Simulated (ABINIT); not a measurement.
## Quasiparticle gap of GaCuSe2 (I-42d) in ABINIT

Wanted: ground state, empty states, screening and self-energy for GaCuSe2 (I-42d).

Program: ABINIT 10.8.3. Level of theory: PBE and many-body steps on it, plane waves. Results are calculated unless marked as measured.

**Experimental background.**

- Gap 1.72 eV: thermal gap from intrinsic conductivity perpendicular to c, 380-530 K; temperature-dependent electrical conductivity; bulk crystal (n-type Bridgman-grown single crystal) (“Growth and anisotropy of transport properties of CuGaSe2 single crystals”, 2018, pmc:6251020).

- Gap 1.7 eV: thermal gap from Hall coefficient in intrinsic region, perpendicular to c; temperature-dependent Hall effect; bulk crystal (n-type Bridgman-grown single crystal) (“Growth and anisotropy of transport properties of CuGaSe2 single crystals”, 2018, pmc:6251020).

In doubt: a PseudoDojo file used here is known to give poor structures and forces, which bears on pressures, cells, forces and phonons.

**1. Set-up**

Symmetry: I-42d, No. 122, tetragonal system. Conventional cell: a = 5.619 Å, b = 5.619 Å, c = 11.026 Å, α = 90.00°, β = 90.00°, γ = 90.00°. Nearest to Ga lie 4 Se at 2.42 Å. Nearest to Cu lie 4 Se at 2.42 Å. Se has 2 Ga at 2.42 Å and 2 Cu at 2.42 Å nearest. Farther neighbours and most contacts between anions are not listed.

The cell and positions come from the Crystallography Open Database and are kept as given unless a step says otherwise.

**2. Ground state**

This step: ABINIT 10.8.3; DFT, PBE, plane waves, norm-conserving pseudopotentials.

The ground-state density comes first.

Input file run.abi:

```
acell 3*1.0 Angstrom
rprim 
  -2.809550000000 2.809550000000 5.513000000000
  2.809550000000 -2.809550000000 5.513000000000
  2.809550000000 2.809550000000 -5.513000000000
ntypat 3
znucl 31 29 34
natom 8
typat 1 1 2 2 3 3 3 3
xred 
  0.500000000000 0.500000000000 0.000000000000
  0.250000000000 0.750000000000 0.500000000000
  0.000000000000 0.000000000000 0.000000000000
  0.750000000000 0.250000000000 0.500000000000
  0.375000000000 0.375620000000 0.500620000000
  0.624380000000 0.125000000000 0.999380000000
  0.875000000000 0.874380000000 0.499380000000
  0.125620000000 0.625000000000 0.000620000000
pp_dirpath "pseudos"
pseudos "Ga.upf, Cu.upf, Se.upf"
ecut 50
ngkpt 4 4 4
nshiftk 1
shiftk 0 0 0
kptopt 1
chksymbreak 0
nband 96
occopt 1
tolvrs 1e-08
nstep 60
prtwf 0
optforces 0
optstress 0
indata_prefix "in"
outdata_prefix "out"
tmpdata_prefix "tmp"
```

Launch:

```console
$ OMP_NUM_THREADS=1 mpirun -n 13 abinit run.abi > log
```

Numbers of over 12 decimals in the logs are rounded to 6 here.

The program printed:

```text
.Version 10.8.3 of ABINIT. v10.8.2 released Aug 2026.

 Symmetries : space group I-4 2 d (#122); Bravais tI (body-center tetrag.)
================================================================================
 Values of the parameters that define the memory need of the present run
     intxc =       0    ionmov =       0      iscf =       7    lmnmax =       6
     lnmax =       6     mgfft =      90  mpssoang =       3    mqgrid =    3012
     natom =       8  nloc_mem =       1    nspden =       1   nspinor =       1
    nsppol =       1      nsym =       8    n1xccc =    2501    ntypat =       3
    occopt =       1   xclevel =       2
-    mband =          96        mffmem =           1         mkmem =           1
       mpw =       19872          nfft =      729000          nkpt =          13
================================================================================
  Rough estimation (10% accuracy) of disk space for files :
================================================================================

--------------------------------------------------------------------------------
------------- Echo of variables that govern the present computation ------------
--------------------------------------------------------------------------------
 -outvars: echo values of preprocessed input variables --------
            acell      1.8897261259E+00  1.8897261259E+00  1.8897261259E+00 Bohr

      chksymbreak           0
             ecut      5.00000000E+01 Hartree
-          fftalg         312

              ixc     -101130
              kpt      0.00000000E+00  0.00000000E+00  0.00000000E+00
                       2.50000000E-01  0.00000000E+00  0.00000000E+00
                       5.00000000E-01  0.00000000E+00  0.00000000E+00
                       2.50000000E-01  2.50000000E-01  0.00000000E+00
                       5.00000000E-01  2.50000000E-01  0.00000000E+00
                      -2.50000000E-01  2.50000000E-01  0.00000000E+00
                       5.00000000E-01  5.00000000E-01  0.00000000E+00
                       2.50000000E-01  2.50000000E-01  2.50000000E-01
                      -2.50000000E-01  2.50000000E-01  2.50000000E-01
                       5.00000000E-01  5.00000000E-01  2.50000000E-01
                      -2.50000000E-01  5.00000000E-01  2.50000000E-01
[...]
kptrlatt        4    0    0      0    4    0      0    0    4
          kptrlen      4.24742403E+01
P           mkmem           1
            natom           8
            nband          96
            ngfft          90      90      90
             nkpt          13
            nstep          60
             nsym           8
           ntypat           3
              occ      2.000000  2.000000  2.000000  2.000000  2.000000  2.000000
                       2.000000  2.000000  2.000000  2.000000  2.000000  2.000000
                       2.000000  2.000000  2.000000  2.000000  2.000000  2.000000
                       2.000000  2.000000  2.000000  2.000000  2.000000  2.000000
                       2.000000  2.000000  2.000000  2.000000  2.000000  2.000000
                       2.000000  2.000000  2.000000  2.000000  2.000000  2.000000
                       2.000000  2.000000  2.000000  2.000000  2.000000  2.000000
                       2.000000  2.000000  2.000000  2.000000  2.000000  2.000000
                       2.000000  2.000000  2.000000  2.000000  2.000000  2.000000
   [... 5 further rows ...]
                       2.000000  2.000000  2.000000  2.000000  0.000000  0.000000
                       0.000000  0.000000  0.000000  0.000000  0.000000  0.000000
        optforces           0
        optstress           0
            prtwf           0
            rprim     -2.8095500000E+00  2.8095500000E+00  5.5130000000E+00
[...]
spgroup         122

           tolvrs      1.00000000E-08

             xred      5.0000000000E-01  5.0000000000E-01 -1.5424872905E-17
[...]
znucl       31.00000   29.00000   34.00000

================================================================================

 chkinp: Checking input parameters for consistency.

================================================================================
== DATASET  1 ==================================================================
-   mpi_nproc: 13, omp_nthreads: 1 (-1 if OMP is not activated)

--- !DatasetInfo
iteration_state: {dtset: 1, }
dimensions: {natom: 8, nkpt: 13, mband: 96, nsppol: 1, nspinor: 1, nspden: 1, mpw: 19872, }
cutoff_energies: {ecut:  50.0, pawecutdg:  -1.0, }
electrons: {nelect:   1.76000000E+02, charge:   0.00000000E+00, occopt:   1.00000000E+00, tsmear:   1.00000000E-02, }

 Real(R)+Recip(G) space primitive vectors, cartesian coordinates (Bohr,Bohr^-1):
 R(1)= -5.3092800  5.3092800 10.4180601  G(1)=  0.0000000  0.0941747  0.0479936
 R(2)=  5.3092800 -5.3092800 10.4180601  G(2)=  0.0941747  0.0000000  0.0479936
 R(3)=  5.3092800  5.3092800-10.4180601  G(3)=  0.0941747  0.0941747  0.0000000
 Unit cell volume ucvol=  1.1746761E+03 bohr^3
 Angles (23,13,12)=  1.31158269E+02  1.31158269E+02  7.15617425E+01 degrees

 getcut: wavevector=  0.0000  0.0000  0.0000  ngfft=  90  90  90
         ecut(hartree)=     50.000   => boxcut(ratio)=   2.20209

 getcut : COMMENT -
[...]
iteration_state: {dtset: 1, }
solver: {iscf: 7, nstep: 60, nline: 4, wfoptalg: 0, }
tolerances: {tolvrs: 1.00E-08, }

     iter   Etot(hartree)      deltaE(h)  residm     vres2
 ETOT  1  -2188.2265058240    -2.188E+03 1.673E+00 4.728E+05
 ETOT  2  -2190.6502316019    -2.424E+00 9.959E-01 9.172E+05
 ETOT  3  -2228.8960045672    -3.825E+01 1.717E-01 1.457E+05
 ETOT  4  -2233.6700529035    -4.774E+00 5.106E-02 6.137E+04
 ETOT  5  -2234.6492124898    -9.792E-01 2.101E-02 3.710E+04
 ETOT  6  -2235.3777212193    -7.285E-01 2.660E-02 2.150E+04
 ETOT  7  -2235.9324279961    -5.547E-01 5.531E-03 1.007E+04
 ETOT  8  -2236.0895121639    -1.571E-01 1.099E-03 6.798E+03
 ETOT  9  -2236.3339484524    -2.444E-01 1.324E-03 1.919E+03
 ETOT 10  -2236.4190305188    -8.508E-02 2.506E-03 2.470E+02
[...]
ETOT 18  -2236.4335777427    -1.567E-07 8.522E-05 6.275E-05
 ETOT 19  -2236.4335777465    -3.808E-09 6.129E-05 9.757E-06
 ETOT 20  -2236.4335777472    -6.207E-10 3.923E-05 1.695E-07
 ETOT 21  -2236.4335777473    -9.550E-11 2.703E-05 5.573E-08
 ETOT 22  -2236.4335777471     1.705E-10 1.840E-05 2.724E-09

 At SCF step   22       vres2   =  2.72E-09 < tolvrs=  1.00E-08 =>converged.

--- !ResultsGS
iteration_state: {dtset: 1, }
comment   : Summary of ground state results
lattice_vectors:
- [ -5.3092800,   5.3092800,  10.4180601, ]
- [  5.3092800,  -5.3092800,  10.4180601, ]
- [  5.3092800,   5.3092800, -10.4180601, ]
lattice_lengths: [  12.84184,   12.84184,   12.84184, ]
lattice_angles: [131.158, 131.158,  71.562, ] # degrees, (23, 13, 12)
lattice_volume:   1.1746761E+03
convergence: {deltae:  1.705E-10, res2:  2.724E-09, residm:  1.840E-05, diffor:  0.000E+00, }
etotal    :  -2.23643358E+03
entropy   :   0.00000000E+00
fermie    :   2.13258994E-01
cartesian_stress_tensor: null
pressure_GPa: null
xred      :
- [  5.0000E-01,   5.0000E-01,  -1.5425E-17, Ga]
- [  2.5000E-01,   7.5000E-01,   5.0000E-01, Ga]
- [  0.0000E+00,   0.0000E+00,   0.0000E+00, Cu]
- [  7.5000E-01,   2.5000E-01,   5.0000E-01, Cu]
- [  3.7500E-01,   3.7562E-01,   5.0062E-01, Se]
- [  6.2438E-01,   1.2500E-01,   9.9938E-01, Se]
- [  8.7500E-01,   8.7438E-01,   4.9938E-01, Se]
- [  1.2562E-01,   6.2500E-01,   6.2000E-04, Se]
cartesian_forces: null
force_length_stats: {min: null, max: null, mean: null, }

 Integrated electronic density in atomic spheres:
 ------------------------------------------------
 Atom  Sphere_radius  Integrated_density
[...]
================================================================================

 ----iterations are completed or convergence reached----

 Mean square residual over all n,k,spin=   27.565E-09; max=  18.401E-06
 reduced coordinates (array xred) for    8 atoms
[...]
0.750000000000      0.250000000000      0.500000000000
       0.375000000000      0.375620000000      0.500620000000
       0.624380000000      0.125000000000      0.999380000000
       0.875000000000      0.874380000000      0.499380000000
       0.125620000000      0.625000000000      0.000620000000
 rms dE/dt=  0.0000E+00; max dE/dt=  0.0000E+00; dE/dt below (all hartree)
    1       0.000000000000      0.000000000000      0.000000000000
    2       0.000000000000      0.000000000000      0.000000000000
    3       0.000000000000      0.000000000000      0.000000000000
    4       0.000000000000      0.000000000000      0.000000000000
    5       0.000000000000      0.000000000000      0.000000000000
    6       0.000000000000      0.000000000000      0.000000000000
    7       0.000000000000      0.000000000000      0.000000000000
    8       0.000000000000      0.000000000000      0.000000000000

 cartesian coordinates (angstrom) at end:
    1     -0.000000    -0.000000     5.513000
    2      2.809550     0.000000     2.756500
    3      0.000000     0.000000     0.000000
    4      0.000000     2.809550     2.756500
    5      1.408259     1.404775     1.378250
    6      1.404775     4.210841    -1.378250
    7      1.401291     1.404775     6.891250
    8      1.404775    -1.401291     4.134750
 length scales=  1.889726125908  1.889726125908  1.889726125908 bohr
              =  1.000000000000  1.000000000000  1.000000000000 angstroms
 prteigrs : about to open file out_EIG
 Fermi (or HOMO) energy (hartree) =   0.21326   Average Vxc (hartree)=  -0.37166
 Eigenvalues (hartree) for nkpt=  13  k points:
 kpt#   1, nband= 96, wtk=  0.01563, kpt=  0.0000  0.0000  0.0000 (reduced coord)
  -7.44547   -7.44547   -7.44547   -7.44547   -5.22309   -5.22309   -5.22309   -5.22309
  -5.22147   -5.22147   -5.22147   -5.22147   -5.21917   -5.21917   -5.21917   -5.21917
  -5.09162   -5.09162   -3.89174   -3.89174   -3.28064   -3.28064   -3.28063   -3.28063
  -3.28044   -3.28043   -2.32747   -2.32746   -2.32671   -2.32671   -2.32671   -2.32671
  -1.55478   -1.55478   -1.55478   -1.55478   -1.55464   -1.55463   -1.55462   -1.55462
  -1.55231   -1.55230   -1.55230   -1.55230   -1.55096   -1.55096   -1.55095   -1.55095
  -1.55046   -1.55045   -1.55045   -1.55045   -0.36069   -0.36069   -0.36065   -0.35492
  -0.35437   -0.35437   -0.35275   -0.35252   -0.35239   -0.35197   -0.32507   -0.26535
  -0.26535   -0.26466   -0.07235   -0.02006    0.03015    0.04244    0.04309    0.05400
   0.05400    0.08329    0.08329    0.09626    0.09626    0.09852    0.13714    0.13821
   0.14178    0.15179    0.15330    0.15330    0.15715    0.20857    0.20857    0.21326
   0.22150    0.28313    0.29665    0.35963    0.35963    0.37247    0.38819    0.39059
 prteigrs : prtvol=0 or 1, do not print more k-points.

--- !EnergyTerms
iteration_state     : {dtset: 1, }
comment             : Components of total free energy in Hartree
kinetic             :  1.01115197299770E+03
hartree             :  9.41066688914033E+02
xc                  : -2.15465591500535E+02
Ewald energy        : -9.94571229989776E+02
psp_core            :  2.79082573290155E+01
local_psp           : -2.46860264503463E+03
non_local_psp       : -5.37921030462889E+02
total_energy        : -2.23643357774709E+03
total_energy_eV     : -6.08564578975571E+04
band_energy         : -3.55133231922571E+02

== END DATASET(S) ==============================================================
================================================================================

 -outvars: echo values of variables after computation  --------
           etotal     -2.2364335777E+03
            nband          96
             nkpt          13
          spgroup         122
 [... the other variables as echoed above ...]

 Calculation completed.
```

Run time: 6.4 min. Hardware: 13 MPI ranks of Arm Neoverse V1, shared host; peak memory 4 GiB; 83 min of CPU time.

Numbers from this step:

| Property | Result |
| --- | --- |
| total energy | -60856.4579 eV |
| gap | 0.2242 eV |
| k of the valence top | 0, 0, 0 |
| k of the conduction bottom | 0, 0, 0 |
| least direct gap | 0.2242 eV |

The gap is direct, at Γ.

(Continued in part 2 of 3.)

[Paths, hosts, dates, memory and timing lines, banners, echoed tables and standing remarks are left out of the program output.]

[Logs are printed without paths, hosts, clocks, repeated set-up lines and the standing remarks that a program may print on its own settings, such as how far it seeks lower states.]

[Runs of the session that timed out or met a known fault of the program may be left out.]

[Hosts, paths, dates, database ids (printed as entryN), source tags and the programs' standing remarks are cut or masked in the printed files.]

[G0W0 gaps are taken among the corrected bands and points alone; a level outside them can change the order at an edge.]

[Where Ansatz stands beside ABINIT at settings called matched, ABINIT's density can come from a denser mesh and the files from another edition; pairs whose starting gaps differed by over 0.03 eV were left out, so agreement reads better than it is.]
